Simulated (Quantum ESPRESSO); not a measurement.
# Collinear magnetic orders of FeGe with Quantum ESPRESSO

Wanted: the moments of FeGe and the energy of each order that was tried.

Method: PBEsol; plane waves with GBRV 1.5 PBEsol potentials, no spin-orbit coupling, in Quantum ESPRESSO 7.5.

Report form: the programs' logs are mostly left out.

## (1) The starting structure

It takes space group P6/mmm (No. 191, hexagonal). Conventional cell: a = 4.998 Å, b = 4.998 Å, c = 4.116 Å, α = 90.00°, β = 90.00°, γ = 120.00°. Fe has 4 Fe at 2.50 Å and 6 Ge at 2.50 to 2.51 Å nearest. Ge has 6 Fe at 2.50 Å nearest. Nearest to Ge lie 6 Fe at 2.51 Å. Farther neighbours are not listed.

The cell comes from Materials Project 2023-11-01, a database of computed structures, and need not be the stable phase.

## (2) Run 1, typed as ferro +++

The signs are those of the starting moments on the seeded atoms, the atoms that are given a moment.

The input, pw.in:

```
&CONTROL
  calculation = 'scf'
  prefix = 'pwscf'
  outdir = './tmp'
  pseudo_dir = './pseudo'
  disk_io = 'nowf'
/
&SYSTEM
  ibrav = 0
  celldm(1) = 8
  nat = 6
  ntyp = 2
  ecutwfc = 40
  ecutrho = 280
  nbnd = 61
  occupations = 'smearing'
  smearing = 'fd'
  degauss = 0.00734986
  nspin = 2
  starting_magnetization(1) = 0.175
  starting_magnetization(2) = 0
/
&ELECTRONS
  conv_thr = 1.2d-08
  electron_maxstep = 150
  mixing_beta = 0.3
/
ATOMIC_SPECIES
Fe     55.8450 fe_pbesol_v1.5.uspp.F.UPF
Ge     72.6300 ge_pbesol_v1.4.uspp.F.UPF
CELL_PARAMETERS alat
   1.1805124618065    0.0000000000000    0.0000000000000
  -0.5902562309033    1.0223537814049    0.0000000000000
   0.0000000000000    0.0000000000000    0.9722077182275
ATOMIC_POSITIONS crystal
Fe      0.5000000000    0.0000000000    0.0000000000
Fe      0.5000000000    0.5000000000    0.0000000000
Fe      0.0000000000    0.5000000000    0.0000000000
Ge      0.0000000000    0.0000000000    0.0000000000
Ge      0.3333333300    0.6666666700    0.5000000000
Ge      0.6666666700    0.3333333300    0.5000000000
K_POINTS automatic
6 6 6 0 0 0
```

Run with:

```sh
OMP_NUM_THREADS=1 mpirun -n 4 pw.x -nk 4 -in pw.in > pw.out
```

The job ended after 48 s (4 MPI ranks of Intel Xeon Platinum 8488C (Sapphire Rapids), shared host; peak memory 0.63 GiB).

Spin moment in the atom's sphere by atom:

```
atom  spin moment in the atom's sphere (μB)
 Fe1                                   1.53
 Fe2                                   1.53
 Fe3                                   1.53
 Ge4                                  -0.08
 Ge5                                  -0.05
 Ge6                                  -0.05
```

Numbers from this step:

```yaml
smearing_term_ts: 0.1626 eV
magnetization: 4.281 μB
absolute_magnetization: 5.058 μB
final_state: ferromagnetic
```

## (3) Start 2: ferri ++−

pw.in, as its differences from that of step 2:

```diff
@@ -11,6 +11,6 @@
   nat = 6
-  ntyp = 2
+  ntyp = 3
   ecutwfc = 40
   ecutrho = 280
-  nbnd = 61
+  nbnd = 58
   occupations = 'smearing'
@@ -20,3 +20,4 @@
   starting_magnetization(1) = 0.175
-  starting_magnetization(2) = 0
+  starting_magnetization(2) = -0.175
+  starting_magnetization(3) = 0
 /
@@ -28,3 +29,4 @@
 ATOMIC_SPECIES
-Fe     55.8450 fe_pbesol_v1.5.uspp.F.UPF
+Fe1    55.8450 fe_pbesol_v1.5.uspp.F.UPF
+Fe2    55.8450 fe_pbesol_v1.5.uspp.F.UPF
 Ge     72.6300 ge_pbesol_v1.4.uspp.F.UPF
@@ -35,5 +37,5 @@
 ATOMIC_POSITIONS crystal
-Fe      0.5000000000    0.0000000000    0.0000000000
-Fe      0.5000000000    0.5000000000    0.0000000000
-Fe      0.0000000000    0.5000000000    0.0000000000
+Fe1     0.5000000000    0.0000000000    0.0000000000
+Fe1     0.5000000000    0.5000000000    0.0000000000
+Fe2     0.0000000000    0.5000000000    0.0000000000
 Ge      0.0000000000    0.0000000000    0.0000000000
```

Wall time 15 min (4 MPI ranks); peak memory 0.73 GiB.

Residual by cycle:

cycle, log10 residual and a bar from the least value:
```
        1        1.7 ##############################
       15       -3.2 #####
       28       -4.0 #
       42       -4.0 #
       55       -4.1 
       69       -3.7 ##
       82       -3.7 ##
       96       -3.2 ####
      109       -2.7 #######
      123       -4.1 
      136       -4.1 
      150       -2.0 ###########
```

After 150 cycles the residual stands at 0.0092, against 8.5e-5 at cycle 76 and a least value of 7.5e-5. The cap of 150 cycles in the input ended the loop.

## (4) Start 3: no spin polarisation

The input, pw.in:

```
&CONTROL
  calculation = 'scf'
  prefix = 'pwscf'
  outdir = './tmp'
  pseudo_dir = './pseudo'
  disk_io = 'nowf'
/
&SYSTEM
  ibrav = 0
  celldm(1) = 8
  nat = 6
  ntyp = 2
  ecutwfc = 40
  ecutrho = 280
  nbnd = 57
  occupations = 'smearing'
  smearing = 'fd'
  degauss = 0.00734986
/
&ELECTRONS
  conv_thr = 1.2d-08
  electron_maxstep = 150
  mixing_beta = 0.3
/
ATOMIC_SPECIES
Fe     55.8450 fe_pbesol_v1.5.uspp.F.UPF
Ge     72.6300 ge_pbesol_v1.4.uspp.F.UPF
CELL_PARAMETERS alat
   1.1805124618065    0.0000000000000    0.0000000000000
  -0.5902562309033    1.0223537814049    0.0000000000000
   0.0000000000000    0.0000000000000    0.9722077182275
ATOMIC_POSITIONS crystal
Fe      0.5000000000    0.0000000000    0.0000000000
Fe      0.5000000000    0.5000000000    0.0000000000
Fe      0.0000000000    0.5000000000    0.0000000000
Ge      0.0000000000    0.0000000000    0.0000000000
Ge      0.3333333300    0.6666666700    0.5000000000
Ge      0.6666666700    0.3333333300    0.5000000000
K_POINTS automatic
6 6 6 0 0 0
```

Run time: 22 s. Hardware: 4 MPI ranks; peak memory 0.51 GiB.

Read from the output:

```yaml
smearing_term_ts: 0.3874 eV
final_state: non-magnetic (no spin polarisation)
```

## (5) The states side by side

An order is kept where moments of 0.15 μB or more survive with the typed signs; meshes match where a doubled cell samples the same k points as the first cell.

Orders:

```csv
start,final state,typed order kept,energy over the lowest (meV a seeded atom),largest site moment (μB),net moment (μB a cell of the first run),mesh matched,CPU time (s)
ferro +++,ferromagnetic,yes,0,1.533,4.281,yes,192.2
no spin polarisation,non-magnetic,-,216.2,0,0,yes,85.24
```

## (6) Results

```yaml
state_of_the_parallel_start: ferromagnetic (from ferro +++)
largest_site_moment: 1.53 μB
state_without_moments: 216 meV a seeded atom higher
```

In words: No opposed start converged, so the orders are not ranked. Energies are free energies at an electronic temperature of 1160 K, which lowers moments and differences where the moments are itinerant.

[Logs and program files are shortened in this print: banners, set-up blocks, solver, clock and traceback lines can be left out without a mark of their own.]

[Logs are printed without paths, hosts, clocks, repeated set-up lines and the standing remarks that a program may print on its own settings, such as how far it seeks lower states.]

[Hosts, paths, dates, database ids (printed as entryN), source tags and the programs' standing remarks are cut or masked in the printed files.]

[Where a cell is said to come from a database of computed structures, the database is the Materials Project.]
